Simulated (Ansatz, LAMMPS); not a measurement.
# Glassy 69SiO2-19Al2O3-6SrO-6Li2O (mol %) (106 atoms): a single point, part 2 of 2

Aim: energy, forces, charges and density of states of glassy 69SiO2-19Al2O3-6SrO-6Li2O (mol %) (106 atoms) at a fixed geometry.

Ansatz 0.2.0; Kohn-Sham DFT, PBE, PAW (set soft_2), plane waves.

The cell: 22 Si, 12 Al, 2 Sr, 4 Li and 66 O. The quench rate of 50 K/ps is orders of magnitude faster than experiment. The starting topology of bonds comes from the classical model. Only the Γ point is sampled, in a cell whose shortest periodic width is 11 Å.

So far. Step 3 (Plane-wave single point): Between -26 and -18 eV lie 95 more states.

## 3. Plane-wave single point (continued)

Valence density in the ab plane at fractional z = 0.288, with atoms of Si and Al and Sr and O within 0.2 Å of it. It is the smooth field of the valence electrons, not physical close to the nuclei.

Ten steps, logarithmic in the rise over the least value, from '0' (0.0 e/Å³) to '9' (6.8 e/Å³), each cell a mean:
```
332111222100001233357875210123
123222211000001122358997310001
244432100000012221257986310001
356542100001245532124553100001
356532000001468753111211001112
344432100002478863100000123443
422332100001356642100000246775
422343210001233321000001247886
333333210001344321001122245665
233321100013677642113455333332
122210000025777763135898531111
111110112224777763236999631000
000011234333566642135787420000
000112355432233221224554310000
001123455431100112233333211000
112344333321000012345543222111
234666433332100001345543222232
346887533332100000234321112333
235776422222100000112110011232
333443210111111111111100001233
642211000000012343222110001356
864211110000024565432210002579
974211221100024565433211002589
653212222100012444334432101357
```
Columns run along a (10.6 Å), rows up along b (10.6 Å). Atoms in or near the plane, at fractional coordinates: Si at (0.05, 0.69), Al at (0.13, 0.97), Sr at (0.46, 0.54), O at (0.98, 0.07), O at (0.72, 0.92), O at (0.74, 0.52).

Electrostatic potential energy in the ab plane at fractional z = 0.288, with atoms of Si and Al and Sr and O within 0.2 Å of it. With pseudopotentials it is smooth inside the atoms' cores, unlike the true potential.

Ten even steps from '_' (-41 eV) to '@' (12 eV), each cell a mean:
```
@@##++####****%%@@@@@@@@@@@@@@@@%%**==++++--++%%@@@@@@@@@@@@
@@%%********##%%@@@@@@@@@@@@@@@@@@%%%%##::__..**@@@@@@@@@@@@
@@%%%%####%%%%@@@@@@@@@@@@@@@@@@@@@@@@@@++::--##@@@@@@@@@@@@
@@%%##%%@@@@@@@@@@@@@@@@@@@@%%%%@@@@@@@@@@%%%%@@@@@@@@@@@@@@
%%%%##%%@@@@@@@@@@@@@@@@@@**::--##@@@@@@@@@@@@@@@@@@@@@@@@@@
**====**%%@@@@@@@@@@@@@@@@==..::##@@@@@@@@@@@@@@@@@@@@@@%%%%
..____::##%%@@@@@@@@@@@@@@%%****%%@@@@@@@@@@@@@@@@@@**====**
..____..##%%@@@@@@@@@@@@@@%%%%%%@@@@@@@@@@@@@@@@@@%%==::--++
++::--++%%@@@@@@@@@@@@%%####**##%%%%@@@@@@@@%%%%%%%%##**####
%%%%%%%%@@@@@@@@@@@@%%##==..__::**%%@@@@@@%%##%%%%%%@@@@@@@@
@@@@@@@@@@@@@@@@@@@@%%**________--##%%@@%%--..--##@@@@@@@@@@
@@@@@@@@@@@@@@@@@@@@%%**..______==##%%@@**..__..##@@@@@@@@@@
@@@@@@@@@@@@@@@@@@@@%%##++::::==##%%%%%%##==::++%%@@@@@@@@@@
@@@@@@@@@@%%%%####%%%%%%%%####%%%%%%%%##**==++##%%@@@@@@@@@@
@@@@@@@@%%##--::--**%%%%@@@@@@@@@@@@%%**::__..++%%@@@@@@@@@@
@@@@@@@@%%++______==%%@@@@@@@@@@@@@@%%##--..::++%%@@@@@@@@@@
%%@@@@##**++::__..++%%@@@@@@@@@@@@@@@@%%**++**##%%@@@@%%%%%%
##%%##--::++**++**%%@@@@@@@@@@@@@@@@@@@@%%%%%%@@@@@@%%%%****
**%%%%++++##%%%%%%@@@@@@@@@@@@@@@@@@@@@@@@@@@@@@@@@@%%##**++
##%%@@@@@@@@@@@@@@@@@@@@@@@@@@@@@@@@@@@@@@@@@@@@@@@@%%%%####
##%%@@@@@@@@@@@@@@@@@@@@@@@@@@@@@@@@@@@@@@@@@@@@@@@@@@%%##**
..**%%%%%%@@@@@@@@@@@@@@@@@@@@%%########%%@@@@@@@@@@@@%%==..
..++##****##%%@@@@@@@@@@@@@@@@##**==::--**%%@@@@@@@@@@%%==__
**##******++##%%@@@@@@@@@@@@@@%%##--__..++%%@@@@@@@@@@@@%%**
```
Columns run along a (10.6 Å; values clipped at the 3rd and 97th percentile), rows up along b (10.6 Å). Atoms in or near the plane, at fractional coordinates: Si at (0.05, 0.69), Al at (0.13, 0.97), Sr at (0.46, 0.54), O at (0.98, 0.07), O at (0.72, 0.92), O at (0.74, 0.52).

Mean Löwdin charges: Al +1.32, Li +0.82, O -0.83, Si +1.75, Sr +1.87 e (they miss 1.2 % of the electrons, so they add up to more than the cell's charge). The largest share in the top eV of filled states is O p (98 % of the projected weight), and in the lowest eV of empty states O s (32 % of the projected weight).

## 4. Distances and neighbours

These statistics describe the geometry on which the runs were made.

Density 3.07 g/cm³, 11.21 Å³ an atom.

Pair distribution functions g(r), in bins of 0.2 Å:

```csv
r (Å),total,O-O,O-Si,O-Al,O-Li,O-Sr,Si-Si
1.50,1.15,0.00,4.43,0.00,0.00,0.00,0.00
1.70,2.50,0.00,6.59,5.64,0.00,0.00,0.00
1.90,0.61,0.00,0.00,3.34,2.91,0.00,0.00
2.10,0.21,0.00,0.00,0.68,2.50,0.00,0.00
2.30,0.20,0.12,0.00,0.32,2.00,0.64,0.00
2.50,1.05,2.28,0.00,0.20,0.00,4.49,0.00
2.70,1.48,3.31,0.22,0.17,0.72,0.52,0.25
2.90,1.04,1.67,0.27,0.49,0.62,0.82,0.22
3.10,1.05,0.94,0.48,0.36,1.32,0.39,3.08
3.30,0.91,0.56,1.15,0.76,0.33,0.00,1.30
3.50,0.92,0.55,1.45,1.13,1.17,1.19,0.32
3.70,0.96,0.67,1.02,1.74,0.66,1.55,0.70
3.90,1.10,0.61,1.57,1.42,1.53,1.40,1.30
4.10,1.19,0.71,2.09,1.22,1.17,0.85,1.17
4.30,1.02,0.77,1.11,1.61,1.64,1.18,1.79
4.50,1.02,1.08,0.85,1.21,1.60,0.87,0.57
4.70,0.96,1.33,0.62,0.59,1.13,1.14,0.88
4.90,1.08,1.44,0.79,0.87,0.60,1.64,1.21
5.10,0.98,1.29,0.70,0.62,0.48,1.52,1.28
```

Local excerpt of 15 atoms (numbers count through the whole input) about O81, whose charge lies farthest from its element's mean; x, y, z are measured from there.

| atom | x | y | z | distance (Å) | Löwdin charge (e) | Fx | Fy | Fz (eV/Å) |
| --- | --- | --- | --- | --- | --- | --- | --- | --- |
| O81 | 0.00 | 0.00 | 0.00 | 0.00 | -1.00 | -0.79 | 1.30 | 0.22 |
| Si10 | 1.19 | -1.03 | 0.20 | 1.59 | 1.70 | 0.05 | 1.18 | -2.66 |
| Li40 | 0.54 | 0.36 | -1.88 | 1.99 | 0.81 | 0.31 | -0.57 | 1.12 |
| Sr35 | -2.25 | 1.02 | 0.66 | 2.55 | 1.86 | 0.61 | -0.50 | -0.04 |
| O72 | 1.90 | -1.12 | -1.30 | 2.56 | -0.89 | -1.07 | -0.16 | 0.36 |
| O48 | 0.69 | -2.47 | 0.46 | 2.60 | -0.87 | 0.50 | -1.63 | -0.98 |
| O82 | 2.33 | -0.78 | 1.34 | 2.80 | -0.80 | -0.14 | -0.15 | 1.28 |
| O95 | -2.23 | 0.33 | -1.80 | 2.88 | -0.86 | 0.84 | 1.20 | 0.45 |
| O64 | -1.00 | 0.21 | 2.76 | 2.94 | -0.88 | -0.85 | 0.05 | -1.71 |
| O106 | 0.90 | 2.06 | 2.29 | 3.21 | -0.82 | -0.62 | -1.21 | 0.92 |
| O103 | 2.29 | 2.27 | -0.18 | 3.23 | -0.79 | -1.13 | -0.91 | 2.68 |
| O60 | -1.62 | -2.34 | -1.58 | 3.26 | -0.77 | 0.63 | -0.75 | 0.88 |
| Si1 | -2.75 | -1.15 | -1.52 | 3.34 | 1.71 | -0.82 | -1.36 | -0.82 |
| O57 | -0.15 | 1.51 | -3.10 | 3.45 | -0.90 | -0.52 | 0.01 | -0.39 |
| Si14 | 1.57 | 2.85 | 1.18 | 3.46 | 1.77 | 0.38 | 3.28 | -3.39 |

## 5. Summary of results

- free energy per atom: -621.7839 eV/atom
- pressure: 10.28 GPa
- r.m.s. force component: 1.415 eV/Å
- gap (highest filled to lowest empty level): 3.66 eV
- wall time of the 1 DFT run: 38 s

**Reading.** The highest filled and lowest empty levels differ by 3.66 eV (at Γ alone); a semilocal functional tends to put such gaps too low. In a disordered cell it changes from sample to sample, and tail or defect levels can set it.

Caveats: The force components of 1.4 eV/Å r.m.s. come partly from thermal motion and partly from the difference between the classical potential and DFT. The stress is far from hydrostatic: its diagonal is 6.3, 11.3, 13.2 GPa, compression counted positive. The pressure of 10 GPa is that of one thermal frame, in which the classical model's bond lengths enter as well as the volume, without the kinetic term.

[Logs are printed without paths, hosts, clocks, repeated set-up lines and the standing remarks that a program may print on its own settings, such as how far it seeks lower states.]

[Hosts, paths, dates, database ids (printed as entryN), source tags and the programs' standing remarks are cut or masked in the printed files.]
